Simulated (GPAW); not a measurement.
**Quasiparticle gap of Cs2AgBiBr6 (Fm-3m) in GPAW**

Wanted: ground state, empty states, screening and self-energy for Cs2AgBiBr6 (Fm-3m).

Main program and level: GPAW 26.7.0; LDA and many-body steps on it, plane waves.

### Step 1. The starting structure

Symmetry: Fm-3m, No. 225, cubic system. Conventional cell: a = 11.232 Å, b = 11.232 Å, c = 11.232 Å, α = 90.00°, β = 90.00°, γ = 90.00°. Cs has 12 Br at 3.97 Å nearest. Nearest to Ag lie 6 Br at 2.80 Å. Nearest to Bi lie 6 Br at 2.81 Å. Nearest to Br lie 1 Ag at 2.80 Å and 1 Bi at 2.81 Å and 4 Cs at 3.97 Å. Farther neighbours and most contacts between anions are not listed.

The cell and positions come from the Crystallography Open Database and are kept as given unless a step says otherwise. Spin-orbit coupling is left out unless a step names it.

### Step 2. Ground state

This step: GPAW 26.7.0; DFT, LDA, plane waves, PAW.

The ground-state density comes first.

Input file run.py:

```python
import json
import numpy as np
from gpaw.mpi import world
from ase import Atoms
from gpaw import GPAW, PW, FermiDirac

atoms = Atoms(['Cs', 'Cs', 'Ag', 'Bi', 'Br', 'Br', 'Br', 'Br', 'Br', 'Br'],
    cell=[[0.0000000000, 5.6161000000, 5.6161000000],
      [5.6161000000, 0.0000000000, 5.6161000000],
      [5.6161000000, 5.6161000000, 0.0000000000]],
    scaled_positions=[[0.2500000000, 0.2500000000, 0.2500000000],
      [0.7500000000, 0.7500000000, 0.7500000000],
      [0.5000000000, 0.5000000000, 0.5000000000],
      [0.0000000000, 0.0000000000, 0.0000000000],
      [0.2505500000, 0.7494500000, 0.2505500000],
      [0.2505500000, 0.7494500000, 0.7494500000],
      [0.7494500000, 0.2505500000, 0.7494500000],
      [0.7494500000, 0.2505500000, 0.2505500000],
      [0.2505500000, 0.2505500000, 0.7494500000],
      [0.7494500000, 0.7494500000, 0.2505500000]],
    pbc=(True, True, True))
calc = GPAW(mode=PW(450),
    xc='LDA',
    kpts={'size': (4, 4, 4), 'gamma': True},
    occupations=FermiDirac(0.001),
    nbands=-11,
    convergence={'density': 1e-6, 'bands': -3},
    maxiter=100,
    txt='gs.txt')
atoms.calc = calc
res = {'energy': atoms.get_potential_energy()}
kpts = calc.get_ibz_k_points()
res['kpts'] = kpts
res['eigenvalues'] = [calc.get_eigenvalues(kpt=k) for k in range(len(kpts))]
res['n_electrons'] = calc.get_number_of_electrons()
calc.write('gs.gpw')

if world.rank == 0:
    with open('result.json', 'w') as f:
        json.dump(res, f, default=lambda x: x.tolist())
```

On the command line:

```
mpirun -n 8 gpaw python run.py
```

Numbers of over 12 decimals in the logs are rounded to 6 here.

What it wrote:

```text
__  _  _
 | _ |_)|_||  |
 |__||  | ||/\| - 26.7.0

Input parameters:
  mode=PW(ecut=450.000000),
  convergence={'density': 1e-06, 'bands': -3},
  kpts=MonkhorstPack(size=(4, 4, 4), gamma=True),
  maxiter=100,
  nbands=-11,
  occupations=Occupations(name='fermi-dirac', width=0.001, fixmagmom=False),
  xc=XC(name='LDA')
  [... matrices ...]
Diagonalizing LCAO Hamiltonian
Converting LCAO to pw mode

                                  Cs

                         Br
                           Br

                  Br     Ag     Br

                       Br
                         Br

                Cs

       Bi

Atoms  # Å, Bohr magnetons
|   | symbol |        x |        y |        z |    initial magnetic moments |
| 0 |     Cs | 2.808050 | 2.808050 | 2.808050 | ( 0.0000,  0.0000,  0.0000) |
| 1 |     Cs | 8.424150 | 8.424150 | 8.424150 | ( 0.0000,  0.0000,  0.0000) |
| 2 |     Ag | 5.616100 | 5.616100 | 5.616100 | ( 0.0000,  0.0000,  0.0000) |
| 3 |     Bi | 0.000000 | 0.000000 | 0.000000 | ( 0.0000,  0.0000,  0.0000) |
| 4 |     Br | 5.616100 | 2.814228 | 5.616100 | ( 0.0000,  0.0000,  0.0000) |
| 5 |     Br | 8.417972 | 5.616100 | 5.616100 | ( 0.0000,  0.0000,  0.0000) |
| 6 |     Br | 5.616100 | 8.417972 | 5.616100 | ( 0.0000,  0.0000,  0.0000) |
| 7 |     Br | 2.814228 | 5.616100 | 5.616100 | ( 0.0000,  0.0000,  0.0000) |
| 8 |     Br | 5.616100 | 5.616100 | 2.814228 | ( 0.0000,  0.0000,  0.0000) |
| 9 |     Br | 5.616100 | 5.616100 | 8.417972 | ( 0.0000,  0.0000,  0.0000) |

Unit cell  # Å
| periodic |        x |        y |        z |  lengths |    angles |
|      yes | 0.000000 | 5.616100 | 5.616100 | 7.942365 | 60.000000 |
|      yes | 5.616100 | 0.000000 | 5.616100 | 7.942365 | 60.000000 |
|      yes | 5.616100 | 5.616100 | 0.000000 | 7.942365 | 60.000000 |

Number of symmetries: 48
Symmetry operations  # r_c * U_cc + t_c -> r_c
|    | kind |            matrix            |
|  0 |  σ   |  1, 0, 0,  1, 0,-1,  1,-1, 0 |
|  1 |  C2  |  1, 0, 0,  1,-1, 0,  1, 0,-1 |
|  2 |  E   |  1, 0, 0,  0, 1, 0,  0, 0, 1 |
|  3 |  σ   |  1, 0, 0,  0, 0, 1,  0, 1, 0 |
|  4 |  C4  |  1, 0,-1,  1, 0, 0,  1,-1, 0 |
|  5 |  S6  |  1, 0,-1,  1,-1, 0,  1, 0, 0 |
|  6 |  σ   |  1, 0,-1,  0, 1,-1,  0, 0,-1 |
|  7 |  C3  |  1, 0,-1,  0, 0,-1,  0, 1,-1 |
|  8 |  S6  |  1,-1, 0,  1, 0, 0,  1, 0,-1 |
|  9 |  C4  |  1,-1, 0,  1, 0,-1,  1, 0, 0 |
| 10 |  C3  |  1,-1, 0,  0,-1, 1,  0,-1, 0 |
| 11 |  σ   |  1,-1, 0,  0,-1, 0,  0,-1, 1 |
| 12 |  σ   |  0, 1, 0,  1, 0, 0,  0, 0, 1 |
| 13 |  C4  |  0, 1, 0,  0, 1,-1, -1, 1, 0 |
| 14 |  C3  |  0, 1, 0,  0, 0, 1,  1, 0, 0 |
| 15 |  S6  |  0, 1, 0, -1, 1, 0,  0, 1,-1 |
| 16 |  C2  |  0, 1,-1,  1, 0,-1,  0, 0,-1 |
| 17 |  σ   |  0, 1,-1,  0, 1, 0, -1, 1, 0 |
| 18 |  S4  |  0, 1,-1,  0, 0,-1,  1, 0,-1 |
| 19 |  C4  |  0, 1,-1, -1, 1, 0,  0, 1, 0 |
| 20 |  C3  |  0, 0, 1,  1, 0, 0,  0, 1, 0 |
| 21 |  σ   |  0, 0, 1,  0, 1, 0,  1, 0, 0 |
| 22 |  S6  |  0, 0, 1,  0,-1, 1, -1, 0, 1 |
| 23 |  C4  |  0, 0, 1, -1, 0, 1,  0,-1, 1 |
| 24 |  S4  |  0, 0,-1,  1, 0,-1,  0, 1,-1 |
| 25 |  C3  |  0, 0,-1,  0, 1,-1,  1, 0,-1 |
| 26 |  C2  |  0, 0,-1,  0,-1, 0, -1, 0, 0 |
| 27 |  S6  |  0, 0,-1, -1, 0, 0,  0,-1, 0 |
| 28 |  S4  |  0,-1, 1,  1,-1, 0,  0,-1, 0 |
| 29 |  C4  |  0,-1, 1,  0, 0, 1, -1, 0, 1 |
| 30 |  C2  |  0,-1, 1,  0,-1, 0,  1,-1, 0 |
| 31 |  σ   |  0,-1, 1, -1, 0, 1,  0, 0, 1 |
| 32 |  C3  |  0,-1, 0,  1,-1, 0,  0,-1, 1 |
| 33 |  S6  |  0,-1, 0,  0, 0,-1, -1, 0, 0 |
| 34 |  S4  |  0,-1, 0,  0,-1, 1,  1,-1, 0 |
| 35 |  C2  |  0,-1, 0, -1, 0, 0,  0, 0,-1 |
| 36 |  C2  | -1, 1, 0,  0, 1, 0,  0, 1,-1 |
| 37 |  S6  | -1, 1, 0,  0, 1,-1,  0, 1, 0 |
| 38 |  S4  | -1, 1, 0, -1, 0, 1, -1, 0, 0 |
| 39 |  C3  | -1, 1, 0, -1, 0, 0, -1, 0, 1 |
| 40 |  S6  | -1, 0, 1,  0, 0, 1,  0,-1, 1 |
| 41 |  C2  | -1, 0, 1,  0,-1, 1,  0, 0, 1 |
| 42 |  C3  | -1, 0, 1, -1, 1, 0, -1, 0, 0 |
| 43 |  S4  | -1, 0, 1, -1, 0, 0, -1, 1, 0 |
| 44 |  C2  | -1, 0, 0,  0, 0,-1,  0,-1, 0 |
| 45 |  i   | -1, 0, 0,  0,-1, 0,  0, 0,-1 |
| 46 |  σ   | -1, 0, 0, -1, 1, 0, -1, 0, 1 |
| 47 |  C2  | -1, 0, 0, -1, 0, 1, -1, 1, 0 |

BZ-sampling:
  Number of BZ points: 64
  Number of IBZ points: 8

  Monkhorst-Pack size: [4, 4, 4]
  Monkhorst-Pack shift: [0.125, 0.125, 0.125]

K-points  # in reciprocal-cell coordinates
|   |                                coordinates |     weight |
| 0 | (  0.00000000,   0.00000000,   0.00000000) | 0.01562500 |
| 1 | (  0.25000000,   0.25000000,   0.00000000) | 0.09375000 |
| 2 | (  0.25000000,   0.25000000,   0.25000000) | 0.12500000 |
| 3 | (  0.50000000,   0.25000000,  -0.25000000) | 0.09375000 |
| 4 | (  0.50000000,   0.25000000,   0.25000000) | 0.18750000 |
| 5 | (  0.50000000,   0.50000000,   0.00000000) | 0.04687500 |
| 6 | (  0.50000000,   0.50000000,   0.25000000) | 0.37500000 |
| 7 | (  0.50000000,   0.50000000,   0.50000000) | 0.06250000 |

Plane wave coefficients: 7727
Cutoff: 450.000000 eV

Spin-components: 1 (collinear spins)
Bands:           57
Projectors:      52
Spin-degeneracy: 2
Datatype:        complex128

  Storage: CPU
  Wave functions: 56_376_192 bytes (7_047_024 per core)
  Projectors: 40_551_296 bytes (5_068_912 per core)
  [... matrices ...]
Parallelization:
  kpt:    8
  domain: 1
  band:   1

Density:
  Valence electrons: 92.0
  Components: 1
  Grid points: [40 40 40]
  Charge: 0.0  # |e|

Potential:
  Grid points: [40 40 40]

species:
  Cs:
    name:    Caesium
    Z:       55.0
    valence: 9
    core:    46
    charge:  0.0  # [|e|]
    compensation charges:
      type: gauss
      rc: 0.33  # [Å]
      lmax: 2
    cutoffs:
      filter: 2.06  # [Å]
      core: 2.51  # [Å]
    projectors
    | kind |    occ | energy [eV] | rcut [Å] |
    |   5s |  2.000 |     -26.872 |    1.164 |
    |   6s |  1.000 |      -2.224 |    1.164 |
    |   5p |  6.000 |     -13.611 |    1.058 |
    |    p |        |      13.601 |    1.058 |
    |    d |        |       0.000 |    1.058 |

    Using partial waves for Cs as LCAO basis

  Ag:
    name:    Silver
    Z:       47.0
    valence: 17
    core:    30
    charge:  0.0  # [|e|]
    compensation charges:
      type: gauss
      rc: 0.40  # [Å]
      lmax: 2
    cutoffs:
      filter: 2.35  # [Å]
      core: 2.19  # [Å]
    projectors
    | kind |    occ | energy [eV] | rcut [Å] |
    |   5s |  1.000 |      -4.708 |    1.286 |
    |   4p |  6.000 |     -58.678 |    1.328 |
    |   5p |  0.000 |      -0.844 |    1.328 |
    |   4d | 10.000 |      -7.664 |    1.180 |
    |    s |        |      22.503 |    1.286 |
    |    d |        |      19.547 |    1.180 |

    Using partial waves for Ag as LCAO basis

  Bi:
    name:    Bismuth
    Z:       83.0
    valence: 15
    core:    68
    charge:  0.0  # [|e|]
    compensation charges:
      type: gauss
      rc: 0.38  # [Å]
      lmax: 2
    cutoffs:
      filter: 2.23  # [Å]
      core: 2.33  # [Å]
    projectors
    | kind |    occ | energy [eV] | rcut [Å] |
    |   6s |  2.000 |     -14.665 |    1.286 |
    |   6p |  3.000 |      -4.777 |    1.275 |
    |   5d | 10.000 |     -27.225 |    1.349 |
    |    s |        |      12.546 |    1.286 |
    |    p |        |      22.434 |    1.275 |
    |    d |        |      -0.013 |    1.349 |

    Using partial waves for Bi as LCAO basis

  Br:
    name:    Bromine
    Z:       35.0
    valence: 7
    core:    28
    charge:  0.0  # [|e|]
    compensation charges:
      type: gauss
      rc: 0.35  # [Å]
      lmax: 2
    cutoffs:
      filter: 1.98  # [Å]
      core: 2.38  # [Å]
    projectors
    | kind |    occ | energy [eV] | rcut [Å] |
    |   4s |  2.000 |     -20.306 |    1.111 |
    |   4p |  5.000 |      -8.003 |    1.111 |
    |    s |        |       6.906 |    1.111 |
    |    p |        |      19.208 |    1.111 |
    |    d |        |       0.000 |    1.111 |

    Using partial waves for Br as LCAO basis

Reference energy: -1577146.676790  # eV

eigensolver:
  PPCG
  Converge bands: -3
  niter=2

density mixing:
  MSR1-Mixer
  Pratt-step length: 0.05
  Maximum mixing coefficient: 0.75
  Old densities: 10
  SVD Regularization: 0.005
  Good broyden scale: 1.0
  Trust region scale: 1.0
  Backstep threshold: 4.0
  History deletion threshold: 6.0
  Fourier metric: weight=20.0, sigma=0.015

occupation numbers:
  Fermi-Dirac:
    width: 0.0010  # eV

poisson solver:
  ecut: 3600.000000  # eV

xc functional:
  name: None

Initialization done in: 2.064 s

convergence criteria:
- Maximum integral of absolute [dens]ity change: 1e-06 electrons / valence electron
- Maximum [total energy] change in last 3 cyles: 0.0005 eV / valence electron
- Maximum integral of absolute [eigenst]ate change: 4e-08 eV^2 / valence electron
maximum number of iterations: 100

SCF iterations
|iter     |     time |      energy | eigst |  dens |
|iter:   1|  |  -36.191693 | +0.08 |       |
|iter:   2|  |  -35.961012 | -0.52 | -1.35 |
|iter:   3|  |  -35.078649 | -0.95 | -1.40 |
|iter:   4|  |  -35.035882 | -1.41 | -1.83 |
|iter:   5|  |  -35.002279 | -1.80 | -2.16 |
|iter:   6|  |  -35.001049c| -2.26 | -2.39 |
|iter:   7|  |  -35.001080c| -2.25 | -3.19 |
|iter:   8|  |  -35.001095c| -2.45 | -3.70 |
|iter:   9|  |  -35.001099c| -2.35 | -4.25 |
|iter:  10|  |  -35.001099c| -2.17 | -5.00 |
|iter:  11|  |  -35.001099c| -2.20 | -5.42 |
|iter:  12|  |  -35.001099c| -2.59 | -5.98 |
|iter:  13|  |  -35.001099c| -3.05 | -6.70c|
|iter:  14|  |  -35.001099c| -3.65 | -7.11c|
|iter:  15|  |  -35.001099c| -3.02 | -7.68c|
|iter:  16|  |  -35.001099c| -3.29 | -8.12c|
|iter:  17|  |  -35.001099c| -3.33 | -8.76c|
|iter:  18|  |  -35.001099c| -3.54 | -9.19c|
|iter:  19|  |  -35.001099c| -4.06 | -9.71c|
|iter:  20|  |  -35.001099c| -4.57 | -9.95c|
|iter:  21|  |  -35.001099c| -5.00 |-10.35c|
|iter:  22|  |  -35.001099c| -5.10 |-10.87c|
|iter:  23|  |  -35.001099c| -5.68 |-11.15c|
|iter:  24|  |  -35.001099c| -6.16 |-11.33c|
|iter:  25|  |  -35.001099c| -6.57 |-11.51c|
|iter:  26|  |  -35.001099c| -6.96 |-11.69c|
|iter:  27|  |  -35.001099c| -7.21 |-11.99c|
|iter:  28|  |  -35.001099c| -7.80c|-11.82c|

Converged in 28 steps
SCF loop duration: 33.785 s (1.207 s/step)
Energy contributions relative to reference atoms: (reference = -1577146.676790)
  [... matrices ...]
Energy contributions:
  Kinetic:          50.684486
  Coulomb:         -49.853445
  Zero:             -1.693026
  External:          0.000000
  Xc:              -34.139114
  Entropy:          -0.000000
  Spinorbit:         0.000000
  ----------------------------
  Free energy:     -35.001099
  Extrapolated:    -35.001099

dipole moment: (-44.018412, -44.018412, -44.018412)  # |e|*Ang

Fermi level: 3.593
Eigenvalues  # (at kpt = [0.000, 0.000, 0.000])
| band index |      eig [eV] | occ [0-2] |
|          0 |       -51.265 |     2.000 |
|        ... |               |           |
|         38 |         0.915 |     2.000 |
|         39 |         0.915 |     2.000 |
|         40 |         0.915 |     2.000 |
|         41 |         1.346 |     2.000 |
|         42 |         1.346 |     2.000 |
|         43 |         1.346 |     2.000 |
|         44 |         1.848 |     2.000 |
|         45 |         1.848 |     2.000 |
|         46 |         4.689 |     0.000 |
[...]
|         50 |         6.803 |     0.000 |
|         51 |         6.803 |     0.000 |
|         52 |         7.391 |     0.000 |
|         53 |         7.423 |     0.000 |
|        ... |               |           |
|         56 |         7.815 |     0.000 |

Gap: 1.078 eV
Transition (v -> c):
  (s=0, k=5, n=45, [0.50, 0.50, 0.00]) -> (s=0, k=7, n=46, [0.50, 0.50, 0.50])
Direct/indirect transitions are different
Direct gap: 2.312 eV
Transition at: (s=0, k=6, n=45, [0.50, 0.50, 0.25])
# Writing to gs.gpw (mode='')
  [... matrices ...]
```

The job ended after 38 s (8 MPI ranks of Arm Neoverse V1, shared host; peak memory 2.3 GiB; 5 min of CPU time).

This step gave:

```
total energy               : -35.00 eV
gap                        : 1.078 eV
k of the valence top       : 0.5, 0.5, 0
k of the conduction bottom : 0.5, 0.5, 0.5
least direct gap           : 2.312 eV
```

The gap is indirect, with the least direct gap 1.23 eV higher.

### Step 3. Bands along the symmetry lines

Levels along a band path, at the cheap level, show where the edges lie and whether the meshes to come will hold them.

Input file run.py:

```python
import json
import numpy as np
from gpaw.mpi import world
from gpaw import GPAW

path = [[0.000000, 0.000000, 0.000000],
    [0.062500, 0.000000, 0.062500],
    [0.125000, 0.000000, 0.125000],
    [0.187500, 0.000000, 0.187500],
    [0.250000, 0.000000, 0.250000],
    [0.312500, 0.000000, 0.312500],
    [0.375000, 0.000000, 0.375000],
    [0.437500, 0.000000, 0.437500],
    [0.500000, 0.000000, 0.500000],
    [0.515625, 0.031250, 0.515625],
    [0.531250, 0.062500, 0.531250],
    [0.546875, 0.093750, 0.546875],
    [0.562500, 0.125000, 0.562500],
    [0.578125, 0.156250, 0.578125],
    [0.593750, 0.187500, 0.593750],
    [0.609375, 0.218750, 0.609375],
    [0.625000, 0.250000, 0.625000],
    [0.375000, 0.375000, 0.750000],
    [0.328125, 0.328125, 0.656250],
    [0.281250, 0.281250, 0.562500],
    [0.234375, 0.234375, 0.468750],
    [0.187500, 0.187500, 0.375000],
    [0.140625, 0.140625, 0.281250],
    [0.093750, 0.093750, 0.187500],
    [0.046875, 0.046875, 0.093750],
    [0.000000, 0.000000, 0.000000],
    [0.062500, 0.062500, 0.062500],
    [0.125000, 0.125000, 0.125000],
    [0.187500, 0.187500, 0.187500],
    [0.250000, 0.250000, 0.250000],
    [0.312500, 0.312500, 0.312500],
    [0.375000, 0.375000, 0.375000],
    [0.437500, 0.437500, 0.437500],
    [0.500000, 0.500000, 0.500000],
    [0.500000, 0.468750, 0.531250],
    [0.500000, 0.437500, 0.562500],
    [0.500000, 0.406250, 0.593750],
    [0.500000, 0.375000, 0.625000],
    [0.500000, 0.343750, 0.656250],
    [0.500000, 0.312500, 0.687500],
    [0.500000, 0.281250, 0.718750],
    [0.500000, 0.250000, 0.750000],
    [0.500000, 0.218750, 0.718750],
    [0.500000, 0.187500, 0.687500],
    [0.500000, 0.156250, 0.656250],
    [0.500000, 0.125000, 0.625000],
    [0.500000, 0.093750, 0.593750],
    [0.500000, 0.062500, 0.562500],
    [0.500000, 0.031250, 0.531250],
    [0.500000, 0.000000, 0.500000]]
calc = GPAW('gs.gpw').fixed_density(kpts=path,
    symmetry='off',
    nbands=56,
    convergence={'bands': 52},
    txt='bands.txt')
res = {}
kpts = calc.get_ibz_k_points()
res['kpts'] = kpts
res['eigenvalues'] = [calc.get_eigenvalues(kpt=k) for k in range(len(kpts))]
res['n_electrons'] = calc.get_number_of_electrons()

if world.rank == 0:
    with open('result.json', 'w') as f:
        json.dump(res, f, default=lambda x: x.tolist())
```

On the command line:

```
mpirun -n 8 gpaw python run.py
```

What it wrote:

```text
Diagonalizing LCAO Hamiltonian
Converting LCAO to pw mode
convergence criteria:
- Maximum integral of absolute [eigenst]ate change: 4e-08 eV^2 / valence electron
maximum number of iterations: 100

SCF iterations
|iter     |     time |      energy | eigst |  dens |
|iter:   1|  |             | -0.23 |       |
|iter:   2|  |             | -1.03 |       |
|iter:   3|  |             | -1.53 |       |
[...]
|iter:  32|  |             | -7.02 |       |
|iter:  33|  |             | -7.28 |       |
|iter:  34|  |             | -7.43c|       |
SCF steps: 34
  __  _  _
 | _ |_)|_||  |
 |__||  | ||/\| - 26.7.0

Input parameters:
  mode=PW(ecut=450.000000),
  convergence={'bands': 52},
  gpts=array([40, 40, 40]),
  kpts=KPoints(kpts=array([[0.      , 0.      , 0.      ],
         [0.0625  , 0.      , 0.0625  ],
         [0.125   , 0.      , 0.125   ],
         [0.1875  , 0.      , 0.1875  ],
[...]
[0.515625, 0.03125 , 0.515625],
[...]
[0.546875, 0.09375 , 0.546875],
[...]
[0.578125, 0.15625 , 0.578125],
[...]
[0.609375, 0.21875 , 0.609375],
[...]
[0.328125, 0.328125, 0.65625 ],
[...]
[0.234375, 0.234375, 0.46875 ],
[...]
[0.140625, 0.140625, 0.28125 ],
[...]
[0.046875, 0.046875, 0.09375 ],
[...]
[0.5     , 0.0625  , 0.5625  ],
         [0.5     , 0.03125 , 0.53125 ],
         [0.5     , 0.      , 0.5     ]])),
  maxiter=100,
  nbands=56,
  occupations=Occupations(name='fermi-dirac', width=0.001, fixmagmom=False),
  parallel={},
  symmetry=Symmetry(point_group=False, time_reversal=False),
  xc=XC(name='LDA')
  [... matrices ...]
timing:  # [seconds]
  Total: 0.031  # ━━━━━━━━━━━━━━━━━━━━━━━━━━━━━━━━━━━━━━━━━━━━━━━━━━━━━━━━━━━
```

Run time: 3.3 min. Hardware: 8 MPI ranks; peak memory 2.9 GiB; 27 min of CPU time.

This step gave:

```yaml
gap: 1.078 eV
k_of_the_valence_top: 0.5, 0, 0.5
k_of_the_conduction_bottom: 0.5, 0.5, 0.5
least_direct_gap: 2.182 eV
```

The gap is 1.078 eV, as in the run before at this level.

Electronic bands along the path, in eV, zero at the top of the highest filled band:

| point | band 43 | band 44 | band 45 | band 46 | band 47 | band 48 | band 49 | band 50 |
| --- | --- | --- | --- | --- | --- | --- | --- | --- |
| Γ | -1.20 | -1.20 | -0.70 | -0.70 | 2.14 | 2.14 | 2.14 | 3.26 |
| halfway | -1.51 | -1.21 | -1.06 | -0.70 | 2.44 | 2.44 | 2.57 | 4.04 |
| X | -1.56 | -1.22 | -0.70 | 0.00 | 2.68 | 2.68 | 3.07 | 4.14 |
| halfway | -1.56 | -1.26 | -0.82 | -0.05 | 2.49 | 2.84 | 3.04 | 4.39 |
| U | -1.54 | -1.39 | -1.04 | -0.22 | 2.17 | 2.97 | 3.20 | 4.90 |
| jump to K | -1.54 | -1.39 | -1.04 | -0.22 | 2.17 | 2.97 | 3.20 | 4.90 |
| halfway | -1.46 | -1.32 | -1.26 | -1.00 | 1.87 | 2.50 | 3.30 | 4.10 |
| Γ | -1.20 | -1.20 | -0.70 | -0.70 | 2.14 | 2.14 | 2.14 | 3.26 |
| halfway | -1.51 | -1.30 | -1.08 | -1.08 | 1.61 | 2.87 | 2.87 | 3.84 |
| L | -1.51 | -1.41 | -1.27 | -1.27 | 1.08 | 3.61 | 3.61 | 4.63 |
| halfway | -1.51 | -1.47 | -1.25 | -0.58 | 1.61 | 3.27 | 3.45 | 4.97 |
| W | -1.46 | -1.46 | -1.30 | -0.10 | 2.49 | 2.89 | 2.89 | 5.11 |
| halfway | -1.56 | -1.29 | -0.94 | -0.06 | 2.56 | 2.75 | 3.02 | 4.60 |
| X | -1.56 | -1.22 | -0.70 | 0.00 | 2.68 | 2.68 | 3.07 | 4.14 |

[end of part 1 of 2]

[Paths, hosts, dates, memory and timing lines, banners, echoed tables and standing remarks are left out of the program output.]

[Logs are printed without paths, hosts, clocks, repeated set-up lines and the standing remarks that a program may print on its own settings, such as how far it seeks lower states.]

[Runs of the session that timed out or met a known fault of the program may be left out.]

[Hosts, paths, dates, database ids (printed as entryN), source tags and the programs' standing remarks are cut or masked in the printed files.]
